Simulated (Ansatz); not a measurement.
# Dielectric response of HfO2 (111) films, part 3 of 5

How well do thin fluorite HfO2 (111) films screen a perpendicular field?

Ansatz 0.2.0; plane-wave DFT, PBEsol, Ansatz PAW.

So far. Step 9 (Response with the atoms relaxed, 6 atoms, units 2): The induced dipole is that of a conductor 6.12 Å thick. Step 10 (Relaxation, 9 atoms, units 3): The gap is 4.10 eV, with the valence edge 6.82 eV and the conduction edge 2.72 eV under the upper vacuum level.

### Step 11. Single point on the relaxed film, 9 atoms, units 3

The next thickness, treated alike, so that differences show the interior and the faces cancel.

Input file input.yaml:

```yaml
crystal:
  lattice:
    - [3.5921024473, -2.9e-09, 0.0]
    - [-1.7960512211, 3.1108519738, 0.0]
    - [0.0, 0.0, 25.3323484187]
  atoms:
    - { symbol: O, position: [0.6666666667, 0.3333333333, 0.3574018082] }
    - { symbol: Hf, position: [0.3333333333, 0.6666666667, 0.3877264622] }
    - { symbol: O, position: [0.0, 0.0, 0.4158164048] }
    - { symbol: O, position: [0.3333333333, 0.6666666667, 0.4714637925] }
    - { symbol: Hf, position: [0.0, 0.0, 0.4999999998] }
    - { symbol: O, position: [0.6666666667, 0.3333333333, 0.5285362077] }
    - { symbol: O, position: [0.0, 0.0, 0.5841835954] }
    - { symbol: Hf, position: [0.6666666667, 0.3333333333, 0.6122735375] }
    - { symbol: O, position: [0.3333333333, 0.6666666667, 0.6425981918] }
kpoints:
  mp_grid: { grid: [12, 12, 1] }
hamiltonian:
  xc: pbesol
scf:
  occupations: { method: fixed }
  convergence: { dr2_threshold: 1.0e-09 }
efield:
  axis: 3
  dipole_correction: true
  ramp_position: 0.97
  ramp_width: 0.06
output:
  eigenvalues: true
  write_potential: true
  write_density: true
  volumetric_format: npy
  elf: true
```

Run with:

```console
ansatz run input.yaml --threads 4 --pin off --max-ram 16384MiB --backend cpu --events-out ev --progress --plain --runs-dir out
```

Numbers of over 12 decimals in the logs are rounded to 6 here.

The log of the run:

```text
[...]
Crystal: 9 atoms, lattice volume = 283.076 Å³
Basis set: ecut = 420 eV, 5449 PW (Γ)
Bands: 69, of which v1, the nominal top of the filled ones, is band 57 counted from 1 (56 counted from 0)
Symmetry: 6 space group operations
k-points: 19 of 144 (time reversal used)
[...]
k-point 0: bands = [... 53 lower, 0.3278, 0.3278, 0.6065, 0.6065, 5.0978, 5.0978, 5.5988, 5.5988, ... 8 higher]
  k-point 1: bands = [... 53 lower, 0.3113, 0.4395, 0.5020, 0.5704, 5.1398, 5.1638, 5.5866, 5.6373, ... 8 higher]
  k-point 2: bands = [... 53 lower, 0.1926, 0.3284, 0.4920, 0.5554, 5.2407, 5.3421, 5.6183, 5.7359, ... 8 higher]
  k-point 18: bands = [... 53 lower, 0.3418, 0.3418, 0.4639, 0.4639, 5.4472, 5.4472, 6.0442, 6.3125, ... 8 higher]
[key lines of the parts left out:]
SCF converged after 11 iterations
Free energy (F): -50173.667507 eV
Fermi energy:    0.951206 eV
Dipole field:    D = -0.000000 V/Å  (p = -0.000000 e·Å, saw-weighted, corrected)
Work function:   Φ+ = 6.8167 eV   Φ− = 6.8167 eV
```

It took 13 s on 4 threads of Arm Neoverse V2, shared host; peak memory 0.92 GiB; 51 s of CPU time.

The gap is 4.10 eV, with the valence edge 6.82 eV and the conduction edge 2.72 eV under the upper vacuum level.

### Step 12. Atoms held, 9 atoms, units 3, field 0.05 V/Å

Edit input.yaml of step 11 so:

```diff
@@ -21,3 +21,3 @@
   occupations: { method: fixed }
-  convergence: { dr2_threshold: 1.0e-09 }
+  convergence: { dr2_threshold: 1.0e-10 }
 efield:
@@ -27,4 +27,4 @@
   ramp_width: 0.06
+  amplitude: 0.05
 output:
-  eigenvalues: true
   write_potential: true
@@ -32,2 +32 @@
   volumetric_format: npy
-  elf: true
```

The log of the run:

```text
[...]
Crystal: 9 atoms, lattice volume = 283.076 Å³
Basis set: ecut = 420 eV, 5449 PW (Γ)
Bands: 69, of which v1, the nominal top of the filled ones, is band 57 counted from 1 (56 counted from 0)
Symmetry: 6 space group operations
k-points: 19 of 144 (time reversal used)
[...]
k-point 0: bands = [... 53 lower, 0.3256, 0.3256, 0.6087, 0.6087, 5.0971, 5.0971, 5.5976, 5.5976, ... 8 higher]
  k-point 1: bands = [... 53 lower, 0.3091, 0.4335, 0.5085, 0.5726, 5.1391, 5.1631, 5.5851, 5.6366, ... 8 higher]
  k-point 2: bands = [... 53 lower, 0.1909, 0.3302, 0.4938, 0.5571, 5.2401, 5.3414, 5.6145, 5.7397, ... 8 higher]
  k-point 18: bands = [... 53 lower, 0.3149, 0.3678, 0.4382, 0.4905, 5.4441, 5.4499, 6.0416, 6.3148, ... 8 higher]
[key lines of the parts left out:]
SCF converged after 16 iterations
Free energy (F): -50173.668086 eV
Fermi energy:    0.953175 eV
Dipole field:    D = 0.014798 V/Å  (p = 0.023150 e·Å, saw-weighted, corrected)
```

The job ended after 15 s (4 threads; peak memory 0.91 GiB).

The dipole is 0.0231 e·Å, and the gap on the mesh 4.096 eV.

### Step 13. Single point, 9 atoms, units 3, field -0.05 V/Å

Edit input.yaml of step 12 so:

```diff
@@ -27,3 +27,3 @@
   ramp_width: 0.06
-  amplitude: 0.05
+  amplitude: -0.05
 output:
```

The log of the run:

```text
[...]
Crystal: 9 atoms, lattice volume = 283.076 Å³
Basis set: ecut = 420 eV, 5449 PW (Γ)
Bands: 69, of which v1, the nominal top of the filled ones, is band 57 counted from 1 (56 counted from 0)
Symmetry: 6 space group operations
k-points: 19 of 144 (time reversal used)
[...]
k-point 0: bands = [... 53 lower, 0.3256, 0.3256, 0.6087, 0.6087, 5.0971, 5.0971, 5.5976, 5.5976, ... 8 higher]
  k-point 1: bands = [... 53 lower, 0.3091, 0.4335, 0.5085, 0.5726, 5.1391, 5.1631, 5.5851, 5.6366, ... 8 higher]
  k-point 2: bands = [... 53 lower, 0.1909, 0.3302, 0.4938, 0.5571, 5.2401, 5.3414, 5.6145, 5.7397, ... 8 higher]
  k-point 18: bands = [... 53 lower, 0.3149, 0.3678, 0.4382, 0.4905, 5.4441, 5.4499, 6.0416, 6.3148, ... 8 higher]
[key lines of the parts left out:]
SCF converged after 16 iterations
Free energy (F): -50173.668086 eV
Fermi energy:    0.953175 eV
Dipole field:    D = -0.014798 V/Å  (p = -0.023150 e·Å, saw-weighted, corrected)
```

It took 15 s on 4 threads; peak memory 0.91 GiB.

The dipole is -0.0231 e·Å, and the gap on the mesh 4.096 eV.

### Step 14. Response with the atoms held, 9 atoms, units 3

This step: plane-wave DFT, PBEsol, Ansatz PAW; response to a field along the normal, atoms held (Ansatz 0.2.0).

Local field over the applied field, running mean. From the potentials at -0.05 and 0.05 V/Å; running mean over 2.933 Å, taken twice. Table of local field over applied field by z:

z (Å), local field over applied field and a bar from the least value:
```
      4.5      0.998 ##############################
      5.0      0.993 ##############################
      5.5      0.980 #############################
      6.0      0.952 ############################
      6.5      0.903 ###########################
      7.0      0.830 ########################
      7.5      0.734 ####################
      8.0      0.621 ################
      8.5      0.503 ############
      9.0      0.393 ########
      9.5      0.304 #####
     10.0      0.240 ##
     10.5      0.201 #
     11.0      0.182 
     11.5      0.177 
     12.0      0.177 
     12.5      0.178 
     13.0      0.178 
     13.5      0.177 
     14.0      0.177 
     14.5      0.187 
     15.0      0.212 #
     15.5      0.259 ###
     16.0      0.332 ######
     16.5      0.428 #########
     17.0      0.542 #############
     17.5      0.660 ##################
     18.0      0.768 ######################
     18.5      0.857 #########################
     19.0      0.922 ###########################
     19.5      0.964 #############################
     20.0      0.986 ##############################
     20.5      0.995 ##############################
     21.0      0.998 ##############################
```

The induced dipole is that of a conductor 7.50 Å thick.

### Step 15. Relaxation, 12 atoms, units 4

This step: plane-wave DFT, PBEsol, Ansatz PAW (Ansatz 0.2.0).

System of this step: HfO2 (111), 4 units. The cell holds 12 atoms: 8 O and 4 Hf. Its edges and angles: a = 3.592 Å, b = 3.592 Å, c = 28.265 Å, α = 90.0°, β = 90.0°, γ = 120.0°. It derives from HfO2 (fluorite HfO2). Vacuum lies along c.

The next thickness, treated alike, so that differences show the interior and the faces cancel.

Input file input.yaml:

```yaml
crystal:
  lattice:
    - [3.59210245, 0.0, 0.0]
    - [-1.79605122, 3.11085197, 0.0]
    - [0.0, 0.0, 28.2652877862]
  atoms:
    - { symbol: O, position: [0.66666667, 0.33333333, 0.3184117589] }
    - { symbol: Hf, position: [0.33333333, 0.66666667, 0.3443529362] }
    - { symbol: O, position: [0.0, 0.0, 0.3702941135] }
    - { symbol: O, position: [0.33333333, 0.66666667, 0.4221764681] }
    - { symbol: Hf, position: [0.0, 0.0, 0.4481176454] }
    - { symbol: O, position: [0.66666667, 0.33333333, 0.4740588227] }
    - { symbol: O, position: [0.0, 0.0, 0.5259411773] }
    - { symbol: Hf, position: [0.66666667, 0.33333333, 0.5518823546] }
    - { symbol: O, position: [0.33333333, 0.66666667, 0.5778235319] }
    - { symbol: O, position: [0.66666667, 0.33333333, 0.6297058865] }
    - { symbol: Hf, position: [0.33333333, 0.66666667, 0.6556470638] }
    - { symbol: O, position: [0.0, 0.0, 0.6815882411] }
kpoints:
  mp_grid: { grid: [12, 12, 1] }
hamiltonian:
  xc: pbesol
scf:
  occupations: { method: fixed }
  convergence: { dr2_threshold: 1.0e-09 }
efield:
  axis: 3
  dipole_correction: true
  ramp_position: 0.97
  ramp_width: 0.06
relax:
  f_tol: 0.003
  max_steps: 100
output:
  write_potential: true
  write_density: true
  volumetric_format: npy
```

The log of the run:

```text
[...]
Crystal: 12 atoms, lattice volume = 315.850 Å³
Basis set: ecut = 420 eV, 6083 PW (Γ), exchange–correlation on 50×50×384 points (8 copies of the dense FFT grid, shifted against one another)
Bands: 92, of which v1, the nominal top of the filled ones, is band 76 counted from 1 (75 counted from 0)
Symmetry: 6 space group operations
[...]
- { symbol: Hf, position: [0, 0, 0.448548] }
    - { symbol: O, position: [0.666667, 0.333333, 0.473733] }
    - { symbol: O, position: [0, 0, 0.526267] }
    - { symbol: Hf, position: [0.666667, 0.333333, 0.551452] }
    - { symbol: O, position: [0.333333, 0.666667, 0.577051] }
    - { symbol: O, position: [0.666667, 0.333333, 0.626430] }
    - { symbol: Hf, position: [0.333333, 0.666667, 0.651700] }
    - { symbol: O, position: [0, 0, 0.678829] }
[key lines of the parts left out:]
SCF converged after 7 iterations
Free energy (F): -66898.750098 eV
Fermi energy:    2.461337 eV
Dipole field:    D = -0.000000 V/Å  (p = -0.000000 e·Å, saw-weighted, corrected)
Work function:   Φ+ = 6.8310 eV   Φ− = 6.8311 eV
```

Wall time 67 s (4 threads); peak memory 1.1 GiB; 4.4 min of CPU time.

Relaxation path:

| step | energy less that of the first step (eV) | largest force component (eV/Å) |
| --- | --- | --- |
| 1 | 0.0000 | 1.1286 |
| 2 | -0.0947 | 0.3443 |
| 3 | -0.1185 | 0.0973 |
| 4 | -0.1207 | 0.0120 |
| 5 | -0.1208 | 0.0025 |

The run keeps the 6 symmetry operations that it works with, so distortions that break them were not tested.

The atoms that moved most (Å):

| atom | dx | dy | dz | length |
| --- | --- | --- | --- | --- |
| Hf11 | 0.000 | 0.000 | -0.112 | 0.112 |
| Hf2 | 0.000 | 0.000 | 0.112 | 0.112 |
| O3 | 0.000 | 0.000 | 0.093 | 0.093 |
| O10 | 0.000 | 0.000 | -0.093 | 0.093 |
| O12 | 0.000 | 0.000 | -0.078 | 0.078 |
| O1 | 0.000 | 0.000 | 0.078 | 0.078 |
| O4 | 0.000 | 0.000 | 0.022 | 0.022 |
| O9 | 0.000 | 0.000 | -0.022 | 0.022 |

The relaxation took 5 steps and lowered the energy by 0.12 eV; the largest force on the free atoms ends at 0.0025 eV/Å.

The gap is 3.99 eV, with the valence edge 6.83 eV and the conduction edge 2.84 eV under the upper vacuum level.

### Step 16. The relaxed film, single point, 12 atoms, units 4

The next thickness, treated alike, so that differences show the interior and the faces cancel.

Input file input.yaml:

```yaml
crystal:
  lattice:
    - [3.5921024473, -2.9e-09, 0.0]
    - [-1.7960512211, 3.1108519738, 0.0]
    - [0.0, 0.0, 28.2652877862]
  atoms:
    - { symbol: O, position: [0.6666666667, 0.3333333333, 0.3211709217] }
    - { symbol: Hf, position: [0.3333333333, 0.6666666667, 0.3483002079] }
    - { symbol: O, position: [0.0, 0.0, 0.3735696826] }
    - { symbol: O, position: [0.3333333333, 0.6666666667, 0.4229491269] }
    - { symbol: Hf, position: [0.0, 0.0, 0.4485477544] }
    - { symbol: O, position: [0.6666666667, 0.3333333333, 0.4737326667] }
    - { symbol: O, position: [0.0, 0.0, 0.5262673334] }
    - { symbol: Hf, position: [0.6666666667, 0.3333333333, 0.551452245] }
    - { symbol: O, position: [0.3333333333, 0.6666666667, 0.5770508733] }
    - { symbol: O, position: [0.6666666667, 0.3333333333, 0.6264303181] }
    - { symbol: Hf, position: [0.3333333333, 0.6666666667, 0.6516997917] }
    - { symbol: O, position: [0.0, 0.0, 0.6788290782] }
kpoints:
  mp_grid: { grid: [12, 12, 1] }
hamiltonian:
  xc: pbesol
scf:
  occupations: { method: fixed }
  convergence: { dr2_threshold: 1.0e-09 }
efield:
  axis: 3
  dipole_correction: true
  ramp_position: 0.97
  ramp_width: 0.06
output:
  eigenvalues: true
  write_potential: true
  write_density: true
  volumetric_format: npy
```

The log of the run:

```text
[...]
Crystal: 12 atoms, lattice volume = 315.850 Å³
Basis set: ecut = 420 eV, 6083 PW (Γ)
Bands: 92, of which v1, the nominal top of the filled ones, is band 76 counted from 1 (75 counted from 0)
Symmetry: 6 space group operations
k-points: 19 of 144 (time reversal used)
[...]
k-point 0: bands = [... 72 lower, 1.9555, 1.9555, 2.0885, 2.0885, 6.5463, 6.5463, 6.9618, 6.9618, ... 12 higher]
  k-point 1: bands = [... 72 lower, 1.9307, 1.9611, 2.0667, 2.0761, 6.6094, 6.6111, 6.9462, 7.0039, ... 12 higher]
  k-point 2: bands = [... 72 lower, 1.8491, 1.8736, 2.0160, 2.0688, 6.7893, 6.7916, 6.9080, 7.1470, ... 12 higher]
  k-point 18: bands = [... 72 lower, 1.8621, 1.8651, 2.0318, 2.0318, 6.7669, 7.1263, 7.1263, 7.5859, ... 12 higher]
[key lines of the parts left out:]
SCF converged after 11 iterations
Free energy (F): -66898.750263 eV
Fermi energy:    2.461288 eV
Dipole field:    D = -0.000000 V/Å  (p = -0.000001 e·Å, saw-weighted, corrected)
Work function:   Φ+ = 6.8310 eV   Φ− = 6.8311 eV
```

Wall time 21 s (4 threads); peak memory 1.2 GiB.

The gap is 3.99 eV, with the valence edge 6.83 eV and the conduction edge 2.84 eV under the upper vacuum level.

### Step 17. Single point, 12 atoms, units 4, field 0.05 V/Å

Edit input.yaml of step 16 so:

```diff
@@ -24,3 +24,3 @@
   occupations: { method: fixed }
-  convergence: { dr2_threshold: 1.0e-09 }
+  convergence: { dr2_threshold: 1.0e-10 }
 efield:
@@ -30,4 +30,4 @@
   ramp_width: 0.06
+  amplitude: 0.05
 output:
-  eigenvalues: true
   write_potential: true
```

The log of the run:

```text
[...]
Crystal: 12 atoms, lattice volume = 315.850 Å³
Basis set: ecut = 420 eV, 6083 PW (Γ)
Bands: 92, of which v1, the nominal top of the filled ones, is band 76 counted from 1 (75 counted from 0)
Symmetry: 6 space group operations
k-points: 19 of 144 (time reversal used)
[...]
k-point 0: bands = [... 72 lower, 1.9465, 1.9465, 2.0977, 2.0977, 6.5449, 6.5449, 6.9615, 6.9615, ... 12 higher]
  k-point 1: bands = [... 72 lower, 1.9228, 1.9524, 2.0764, 2.0842, 6.6077, 6.6097, 6.9466, 7.0038, ... 12 higher]
  k-point 2: bands = [... 72 lower, 1.8431, 1.8689, 2.0224, 2.0746, 6.7859, 6.7902, 6.9104, 7.1472, ... 12 higher]
  k-point 18: bands = [... 72 lower, 1.8228, 1.9043, 1.9986, 2.0669, 6.7665, 7.1077, 7.1440, 7.5860, ... 12 higher]
[key lines of the parts left out:]
SCF converged after 16 iterations
Free energy (F): -66898.751024 eV
Fermi energy:    2.467228 eV
Dipole field:    D = 0.017421 V/Å  (p = 0.030409 e·Å, saw-weighted, corrected)
```

Run time: 27 s. Hardware: 4 threads; peak memory 1.2 GiB; 1.7 min of CPU time.

The dipole is 0.0304 e·Å, and the gap on the mesh 3.980 eV.

### Step 18. Atoms held, 12 atoms, units 4, field -0.05 V/Å

Edit input.yaml of step 17 so:

```diff
@@ -30,3 +30,3 @@
   ramp_width: 0.06
-  amplitude: 0.05
+  amplitude: -0.05
 output:
```

The log of the run:

```text
[...]
Crystal: 12 atoms, lattice volume = 315.850 Å³
Basis set: ecut = 420 eV, 6083 PW (Γ)
Bands: 92, of which v1, the nominal top of the filled ones, is band 76 counted from 1 (75 counted from 0)
Symmetry: 6 space group operations
k-points: 19 of 144 (time reversal used)
[...]
k-point 0: bands = [... 72 lower, 1.9465, 1.9465, 2.0977, 2.0977, 6.5449, 6.5449, 6.9615, 6.9615, ... 12 higher]
  k-point 1: bands = [... 72 lower, 1.9228, 1.9524, 2.0764, 2.0842, 6.6077, 6.6097, 6.9466, 7.0038, ... 12 higher]
  k-point 2: bands = [... 72 lower, 1.8431, 1.8689, 2.0224, 2.0746, 6.7859, 6.7902, 6.9104, 7.1472, ... 12 higher]
  k-point 18: bands = [... 72 lower, 1.8228, 1.9043, 1.9986, 2.0669, 6.7665, 7.1077, 7.1440, 7.5860, ... 12 higher]
[key lines of the parts left out:]
SCF converged after 16 iterations
Free energy (F): -66898.751024 eV
Fermi energy:    2.467228 eV
Dipole field:    D = -0.017422 V/Å  (p = -0.030410 e·Å, saw-weighted, corrected)
```

Run time: 26 s. Hardware: 4 threads; peak memory 1.2 GiB.

The dipole is -0.0304 e·Å, and the gap on the mesh 3.980 eV.

### Step 19. Response with the atoms held, 12 atoms, units 4

This step: plane-wave DFT, PBEsol, Ansatz PAW; response to a field along the normal, atoms held (Ansatz 0.2.0).

Local field over the applied field, running mean. From the potentials at -0.05 and 0.05 V/Å; running mean over 2.933 Å, taken twice. The local field over applied field by z:

| z (Å) | local field over applied field |
| --- | --- |
| 4.5 | 0.998 |
| 5.0 | 0.993 |
| 5.5 | 0.981 |
| 6.0 | 0.954 |
| 6.5 | 0.906 |
| 7.0 | 0.834 |
| 7.5 | 0.739 |
| 8.0 | 0.627 |
| 8.5 | 0.508 |
| 9.0 | 0.398 |
| 9.5 | 0.307 |
| 10.0 | 0.241 |
| 10.5 | 0.201 |
| 11.0 | 0.180 |
| 11.5 | 0.175 |
| 12.0 | 0.178 |
| 12.5 | 0.181 |
| 13.0 | 0.185 |
| 13.5 | 0.188 |
| 14.0 | 0.189 |
| 14.5 | 0.189 |
| 15.0 | 0.187 |
| 15.5 | 0.183 |
| 16.0 | 0.180 |
| 16.5 | 0.176 |
| 17.0 | 0.176 |
| 17.5 | 0.188 |
| 18.0 | 0.217 |
| 18.5 | 0.269 |
| 19.0 | 0.347 |
| 19.5 | 0.447 |
| 20.0 | 0.564 |
| 20.5 | 0.681 |
| 21.0 | 0.786 |
| 21.5 | 0.871 |
| 22.0 | 0.931 |
| 22.5 | 0.969 |
| 23.0 | 0.988 |
| 23.5 | 0.996 |
| 24.0 | 0.999 |

The induced dipole is that of a conductor 9.85 Å thick.

### Step 20. Relaxing in the field, 12 atoms, units 4, field 0.05 V/Å

This step: plane-wave DFT, PBEsol, Ansatz PAW (Ansatz 0.2.0).

The same pair of relaxations in the field for this thickness.

Edit input.yaml of step 18 so:

```diff
@@ -30,3 +30,6 @@
   ramp_width: 0.06
-  amplitude: -0.05
+  amplitude: 0.05
+relax:
+  f_tol: 0.0006
+  max_steps: 70
 output:
```

The log of the run:

```text
[...]
Crystal: 12 atoms, lattice volume = 315.850 Å³
Basis set: ecut = 420 eV, 6083 PW (Γ), exchange–correlation on 50×50×384 points (8 copies of the dense FFT grid, shifted against one another)
Bands: 92, of which v1, the nominal top of the filled ones, is band 76 counted from 1 (75 counted from 0)
Symmetry: 6 space group operations
k-points: 19 of 144 (time reversal used)
[...]
- { symbol: Hf, position: [0, 0, 0.448587] }
    - { symbol: O, position: [0.666667, 0.333333, 0.473722] }
    - { symbol: O, position: [0, 0, 0.526257] }
    - { symbol: Hf, position: [0.666667, 0.333333, 0.551491] }
    - { symbol: O, position: [0.333333, 0.666667, 0.577053] }
    - { symbol: O, position: [0.666667, 0.333333, 0.626423] }
    - { symbol: Hf, position: [0.333333, 0.666667, 0.651732] }
    - { symbol: O, position: [0, 0, 0.678779] }
[key lines of the parts left out:]
SCF converged after 5 iterations
Free energy (F): -66898.751007 eV
Fermi energy:    2.461291 eV
Dipole field:    D = 0.020809 V/Å  (p = 0.036322 e·Å, saw-weighted, corrected)
```

Elapsed: 57 s, on 4 threads; peak memory 1.1 GiB; 3.7 min of CPU time.

No atom moved by 0.005 Å in the relaxation.

The relaxation took 4 steps and lowered the energy by 1.5e-4 eV; the largest force on the free atoms ends at 4.5e-4 eV/Å.

The dipole is 0.0363 e·Å, and the gap on the mesh 3.986 eV.

(Continued in part 4 of 5.)

[Logs are printed without paths, hosts, clocks, repeated set-up lines and the standing remarks that a program may print on its own settings, such as how far it seeks lower states.]

[Hosts, paths, dates, database ids (printed as entryN), source tags and the programs' standing remarks are cut or masked in the printed files.]

[Maps of the electrostatic potential energy from Ansatz leave out the sawtooth potential of an applied field or a dipole correction, so their vacuum need not be flat; planar profiles and work functions include it.]
